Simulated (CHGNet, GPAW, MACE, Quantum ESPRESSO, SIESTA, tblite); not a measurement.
# Running random packing of P45S55 (at. %) (78 atoms) with tblite

How do the settings of tblite change the result for random packing of P45S55 (at. %) (78 atoms)? A plane-wave run serves as the yardstick.

Main program and level: tblite 0.8.0; the method is named at each step.

## 1. The structure

The cell holds 78 atoms: 35 P and 43 S. Cell: a = 12.566 Å, b = 12.566 Å, c = 12.566 Å, α = 90.0°, β = 90.0°, γ = 90.0°. 78 atoms (35 P, 43 S) packed at random in a cube at 2.06 g/cm³ and pushed apart as soft spheres; a start for melting by ab initio MD, not an equilibrated structure. Then every atom was moved at random, 0.02 Å r.m.s. a Cartesian component.

The yardstick, on the same geometry:

- method: Kohn-Sham DFT, PBE, SSSP efficiency 1.3.0 pseudopotentials, plane waves (Quantum ESPRESSO 7.5); sssp-pbe-1.3.0-efficiency, cutoffs 45/360 Ry, Γ point
- r.m.s. force component: 0.9011 eV/Å
- longest force: 2.535 eV/Å
- pressure: -9.756 GPa
- time: 9.5 min on 4 MPI ranks of Arm Neoverse V2, shared host
- CPU time: 38 min

## 2. GFN1-xTB

Method: GFN1-xTB tight binding, diagonalisation.

run.py

```python
import numpy as np
from ase.io import read
from tblite.ase import TBLite

atoms = read("structure.xyz")
atoms.calc = TBLite(method="GFN1-xTB", electronic_temperature=580, accuracy=1.0, max_iterations=250, mixer_damping=0.4, verbosity=1)
energy = atoms.get_potential_energy()
forces = atoms.get_forces()
print(f"energy {energy:.6f} eV")
print("forces (eV/A)")
for i, (a, f) in enumerate(zip(atoms, forces)):
    print(f"{i:4d} {a.symbol:2s} {f[0]:10.5f} {f[1]:10.5f} {f[2]:10.5f}")
stress = -atoms.get_stress(voigt=False) * 160.21766
print("stress (GPa, compression positive)")
for row in stress:
    print(" ".join(f"{x:10.4f}" for x in row))
print("charges (e)")
print(np.array2string(atoms.get_charges(), precision=4, suppress_small=True, max_line_width=110, threshold=100000))
```

structure.xyz

```xyz
78
Lattice="12.56590 0.00000 0.00000 0.00000 12.56590 0.00000 0.00000 0.00000 12.56590" Properties=species:S:1:pos:R:3 pbc="T T T"
P 9.03878 5.12136 11.75465
P 11.87804 5.99632 10.71080
P 2.59561 1.61183 9.07911
P 1.82218 10.70929 6.75631
P 4.98502 10.30341 7.12122
P 1.78473 10.04405 1.52449
P 7.22489 3.25369 11.98875
P 12.07621 2.07513 7.97646
P 9.64847 1.05528 7.53074
P 5.07926 6.71434 8.91023
P 0.68132 0.17102 0.15230
P 3.60289 8.21056 2.03970
P 1.37031 4.34428 9.14370
P 2.45977 6.89189 10.33080
P 8.13805 5.70253 8.81020
P 12.02557 7.22250 4.68444
P 6.55839 6.43575 0.99836
P 10.40142 1.62238 0.15795
P 4.55036 7.69762 11.48976
P 2.28159 0.29743 3.07563
P 2.45802 0.93201 6.20718
P 4.61332 4.48263 0.30120
P 8.02609 11.24296 2.61898
P 4.60616 0.52551 7.45258
P 10.11178 1.91919 9.62762
P 12.22989 12.29900 3.78611
P 6.58981 3.52499 6.63517
P 2.13470 8.55738 5.17929
P 11.03877 9.44893 4.77291
P 7.21496 2.51695 2.36566
P 7.58918 8.21533 12.26733
P 1.76425 7.42695 7.52057
P 5.00186 6.67413 5.68569
P 9.60399 11.24573 5.25343
P 11.25905 11.84713 7.33120
S 11.59606 3.58782 11.92893
S 0.61661 7.94944 12.06377
S 0.56936 2.47259 1.46631
S 4.83863 1.04108 2.37533
S 8.58000 0.20520 10.45558
S 0.87145 2.73698 4.22767
S 7.29161 5.91565 6.34993
S 11.11353 2.81325 4.84353
S 5.10213 0.27607 4.70404
S 8.99543 10.11743 8.19749
S 11.81458 9.69509 9.01955
S 10.30680 4.97786 7.34979
S 6.93072 8.74926 5.00688
S 11.91122 6.88611 2.14575
S 4.02461 4.20028 7.90106
S 5.39844 9.87579 0.41744
S 3.93024 4.83624 3.19551
S 11.18302 7.29400 7.20705
S 6.95560 11.29700 5.49331
S 2.47837 6.15201 1.89645
S 1.22681 4.78384 0.01646
[... 18 atom lines left out ...]
S 9.16142 1.47599 3.54308
S 1.96933 3.47812 6.94894
S 5.51593 9.93787 2.90448
S 5.23093 10.47770 9.64584
```

Command:

```sh
$ OMP_NUM_THREADS=1 python run.py > output.txt
```

Log:

```text
------------------------------------------------------------
  cycle        total energy    energy error   density error
------------------------------------------------------------
      1     -232.9801446993  -2.3252865E+02   6.2278250E-01
      2     -11.50027925264   2.2147987E+02   1.8594798E+00
      3     -184.2169479408  -1.7271667E+02   7.5691535E-01
      4     -211.8844653157  -2.7667517E+01   6.2724718E-01
      5     -237.6789490837  -2.5794484E+01   4.1834743E-01
      6     -226.1289095859   1.1550039E+01   5.1244092E-01
      7     -237.1031783642  -1.0974269E+01   3.4342288E-01
      8     -244.8636916485  -7.7605133E+00   2.3298802E-01
      9     -246.3755059634  -1.5118143E+00   2.2641388E-01
     10     -247.6094625989  -1.2339566E+00   1.5043747E-01
     11     -247.7772194065  -1.6775681E-01   1.3611103E-01
     12     -247.1939068571   5.8331255E-01   1.6483870E-01
     13     -247.0328027391   1.6110412E-01   1.7195163E-01
     14     -247.5841021238  -5.5129938E-01   1.3735242E-01
     15     -246.4598599478   1.1242422E+00   1.8445658E-01
     16     -248.4137188805  -1.9538589E+00   8.8689468E-02
     17     -248.6710844551  -2.5736557E-01   7.1315510E-02
     18     -248.9193590043  -2.4827455E-01   3.6778686E-02
     19     -248.9656513197  -4.6292315E-02   2.4125633E-02
     20     -248.9603402206   5.3110991E-03   2.5041078E-02
     21     -248.9841463385  -2.3806118E-02   1.7824716E-02
     22     -248.9881892592  -4.0429206E-03   1.5872344E-02
     23     -248.9928838312  -4.6945720E-03   1.2653036E-02
     24     -248.9988849414  -6.0011102E-03   9.4553796E-03
[...]
33     -249.0034232356  -1.1614848E-05   3.2482788E-04
     34     -249.0034238816  -6.4600815E-07   3.1024812E-04
     35     -249.0034264636  -2.5820398E-06   2.4013297E-04
     36     -249.0034283243  -1.8606212E-06   1.5491140E-04
     37     -249.0034294622  -1.1379763E-06   7.5100728E-05
     38     -249.0034297703  -3.0811864E-07   3.6128798E-05
     39     -249.0034297980  -2.7639885E-08   2.7816590E-05
     40     -249.0034298352  -3.7218285E-08   1.5530242E-05
------------------------------------------------------------
 total:                                   8.949 sec
energy -6775.728451 eV
forces (eV/A)
   0 P     0.29365   -0.36277    1.81116
   1 P     2.28091   -1.12328    2.05016
   2 P     1.43915   -0.99173    1.34025
   3 P     1.48306   -1.00122   -1.35134
   4 P     0.08578    2.90060    2.52164
   5 P     1.14048   -1.17437    1.13876
   6 P    -0.36035    0.77309   -0.52183
   7 P    -2.21680   -1.08386    0.62292
   8 P     2.11103    1.63824    0.25413
   9 P     1.02821    1.05124    0.72707
  10 P    -0.92469    2.98474    1.92784
  11 P    -1.16113    0.72471   -1.16029
  12 P    -0.09433   -0.07194    0.78802
  13 P     0.20873    0.81544    0.44013
  14 P    -0.26772    1.67143   -2.06551
  15 P     0.52003   -0.37102    0.28573
  16 P    -0.79830    0.17715   -2.33339
  17 P     2.86286    1.46722   -1.61026
  18 P    -0.77026   -0.90993   -1.15360
  19 P    -1.21820   -1.15350    1.17789
  20 P     1.71631   -0.51349    0.61132
  21 P     2.57488    1.45679    1.31129
  22 P    -0.93469   -0.31322    2.96719
  23 P    -2.28785   -1.01510   -2.15551
[...]
70 S    -0.79605    0.59111   -1.97004
  71 S    -1.02490   -0.38634   -0.19268
  72 S    -1.87929    0.29542   -1.97533
  73 S     0.96068    0.72642   -0.28261
  74 S    -1.74998    0.29030   -1.37032
  75 S     0.89474   -0.23635    1.72912
  76 S     1.78553    0.02702   -2.22894
  77 S    -1.66295    0.06910   -3.46895
stress (GPa, compression positive)
  -21.5324    -1.3796    -0.7522
   -1.3796   -21.1846    -0.3645
   -0.7522    -0.3645   -21.2436
charges (e)
[ 0.1019  0.1169  0.1697  0.0143  0.1235  0.1241  0.0667  0.0157  0.0841  0.0628  0.1063  0.1347  0.1287
  0.0868  0.1336  0.1706  0.052   0.1206  0.075   0.1334  0.0801  0.0947  0.1271  0.0939  0.0899  0.039
  0.2059  0.0523  0.1089  0.166   0.147   0.039   0.1132  0.1088  0.123  -0.069  -0.081  -0.1018 -0.105
 -0.0672 -0.0241 -0.0596 -0.0236 -0.0121 -0.1536 -0.0373 -0.0832 -0.085  -0.0516 -0.0948 -0.0901 -0.123
 -0.1497 -0.0626 -0.0477 -0.0719 -0.1457 -0.1151 -0.0275 -0.0682 -0.0402 -0.1139 -0.0421 -0.0671 -0.1078
 -0.1301 -0.0182 -0.1344 -0.1559 -0.1405 -0.0706 -0.0697 -0.1092 -0.0902 -0.1705 -0.0529 -0.0571 -0.0894]
```

Elapsed: 9.5 s, on 1 thread of Arm Neoverse V2, shared host; peak memory 0.16 GiB.

Banners, paths, timers and routine set-up lines are dropped from the logs unmarked, and long logs keep their key lines alone; longer cuts are marked.

Compared with the plane-wave run:

```
r.m.s. force component                  : 1.377 eV/Å
r.m.s. difference of force components   : 570.9 meV/Å
longest difference of force vectors     : 1897 meV/Å
force difference over r.m.s. force      : 63.35 %
slope of forces against the reference's : 1.467
correlation of force components         : 0.96
pressure                                : -21.32 GPa
pressure difference                     : -11.56 GPa
```

Length of the force difference by element (eV/Å):

```csv
element,atoms,mean,most
P,35,0.94,1.9
S,43,0.87,1.5
```

A closer look about S78, which bears the longest force: 9 atoms, nearest first, numbered in the order of the input, with positions taken from that point.

```csv
atom,x,y,z,distance (Å),bonds,Mulliken charge (e),Fx,Fy,Fz (eV/Å)
S78,0.00,0.00,0.00,0.00,1,-0.09,-1.66,0.07,-3.47
P5,-0.25,-0.17,-2.52,2.54,1,0.12,0.09,2.90,2.52
S74,-2.18,1.39,0.12,2.59,1,-0.09,0.96,0.73,-0.28
S65,1.80,-2.41,-0.50,3.04,1,-0.11,-0.74,-2.69,-0.11
S51,0.17,-0.60,3.34,3.40,0,-0.09,0.27,-1.40,1.54
S69,-0.39,2.41,2.36,3.40,0,-0.16,-0.38,0.33,0.68
P19,-0.68,-2.78,1.84,3.40,0,0.07,-0.77,-0.91,-1.15
P24,-0.62,2.61,-2.19,3.47,0,0.09,-2.29,-1.02,-2.16
P10,-0.15,-3.76,-0.74,3.84,1,0.06,1.03,1.05,0.73
```

Atoms are counted from 1 here, from 0 in the log.

Forces lie 63 % from the reference's, at 0.0042 times its CPU time (on 1 against 4 cores).

## 3. GFN2-xTB

Method: GFN2-xTB tight binding, diagonalisation.

run.py, as its differences from that of step 2:

```diff
@@ -5,3 +5,3 @@
 atoms = read("structure.xyz")
-atoms.calc = TBLite(method="GFN1-xTB", electronic_temperature=580, accuracy=1.0, max_iterations=250, mixer_damping=0.4, verbosity=1)
+atoms.calc = TBLite(method="GFN2-xTB", electronic_temperature=580, accuracy=1.0, max_iterations=250, mixer_damping=0.4, verbosity=1)
 energy = atoms.get_potential_energy()
```

structure.xyz is that of step 2.

Log:

```text
------------------------------------------------------------
  cycle        total energy    energy error   density error
------------------------------------------------------------
      1     -220.9346992193  -2.2111260E+02   4.2109346E-01
      2     -155.4107105613   6.5523989E+01   6.8007929E-01
      3     -112.1825366969   4.3228174E+01   6.5915256E-01
[...]
47     -226.2023777360   1.3827787E-08   2.1822263E-05
     48     -226.2023777510  -1.4931999E-08   1.6692389E-05
------------------------------------------------------------
 total:                                  12.019 sec
energy -6155.280221 eV
forces (eV/A)
   0 P    -0.24780   -0.63248    1.15330
   1 P     1.47407   -0.31499    1.26706
   2 P     1.36784   -0.87435    1.94734
[...]
76 S     1.52133    0.17628   -1.97128
  77 S    -1.05410    0.04405   -2.78802
stress (GPa, compression positive)
  -13.0167    -0.9309    -0.8091
   -0.9309   -12.9106    -0.4235
   -0.8091    -0.4235   -12.8257
charges (e)
[ 0.0764  0.175   0.0617  0.0645  0.1437  0.1788  0.1754  0.0205  0.0586  0.0215  0.1969  0.1327  0.0947
  0.1808  0.1248  0.1435  0.1767  0.1953  0.1339  0.1122  0.0403  0.1547  0.2055  0.0801 -0.0028  0.0921
  0.1156  0.0829  0.0937  0.2133  0.1108  0.1078  0.1413  0.175   0.0586 -0.0745 -0.1149 -0.1472 -0.1078
 -0.0481 -0.0036 -0.018  -0.0534 -0.0148 -0.2032 -0.0129 -0.0765 -0.0873 -0.0541 -0.1222 -0.0869 -0.1583
 -0.1981 -0.065  -0.0436 -0.1073 -0.1743 -0.1795 -0.0101 -0.0874 -0.0219 -0.1292 -0.0056 -0.0739 -0.1274
 -0.1805  0.0029 -0.1534 -0.1898 -0.1946 -0.0443 -0.0893 -0.1704 -0.0977 -0.1914 -0.0214 -0.075  -0.1246]
```

Run time: 13 s. Hardware: 1 thread; peak memory 0.16 GiB.

Compared with the plane-wave run:

```yaml
r_m_s_force_component: 1.152 eV/Å
r_m_s_difference_of_force_components: 333.6 meV/Å
longest_difference_of_force_vectors: 1062 meV/Å
force_difference_over_r_m_s_force: 37.02 %
slope_of_forces_against_the_reference_s: 1.249
correlation_of_force_components: 0.9768
pressure: -12.92 GPa
pressure_difference: -3.161 GPa
```

Against the first run (63 %), the force difference from the reference is 37 %, at 1.3 times the CPU time.

## 4. All runs compared

Differences are against the plane-wave reference, forces as r.m.s. over components; share is that over the reference's r.m.s. force, slope the least-squares factor from reference forces to these. Total energies of different programs have different zeros and aren't compared.

```csv
run,"Δ force, r.m.s. (meV/Å)",share (%),slope,Δ pressure (GPa),cores,CPU time,memory (GiB)
reference,-,-,-,-,4,38 min,5.0
tblite GFN1-xTB,571,63.3,1.467,-11.6,1,9.5 s,0.16
tblite GFN2-xTB,334,37.0,1.249,-3.16,1,13 s,0.16
```

CPU time is summed over cores on a shared host, where runs went side by side, so it is rough. Symmetry, cutoffs, thresholds, outputs and thread counts weren't matched or tuned between programs; memory under MPI is the largest rank's times the ranks.

## 5. What came out

```
nearest in forces : tblite GFN2-xTB, 37 %
its CPU time      : 13 s
```

Tight binding differs by 37 % (tblite GFN2-xTB) to 63 % (tblite GFN1-xTB); it is another model, with fitted parameters of its own, and the xTB methods hold dispersion. Of the electronic-structure runs that take under half the reference's CPU time, tblite GFN2-xTB comes nearest, at 37 % in 13 s against 38 min; its pressure misses by -3.2 GPa. Periodic xTB results under one method name differ between programs and library versions. The reference's pressure holds the uncorrected Pulay stress of its 45 Ry basis, so small pressure differences, and their order, may be the reference's own error. The electron count is odd in QE PBE, sssp-1.3.0-efficiency, 45/360 Ry, and they have no spin polarisation, so the unpaired electron is spread evenly over both spins. The reference's pressure of -9.8 GPa belongs to a cell and atoms that aren't relaxed at this level. The electronic-structure runs sample only Γ, in a cell whose shortest periodic width is 13 Å, which is coarse for a cell with partly filled levels.

[Also dropped from logs without a mark: logging warnings of Python, and SIESTA's first energy breakdown and zero terms.]

[Logs are printed without paths, hosts, clocks, repeated set-up lines and the standing remarks that a program may print on its own settings, such as how far it seeks lower states.]

[Hosts, paths, dates, database ids (printed as entryN), source tags and the programs' standing remarks are cut or masked in the printed files.]
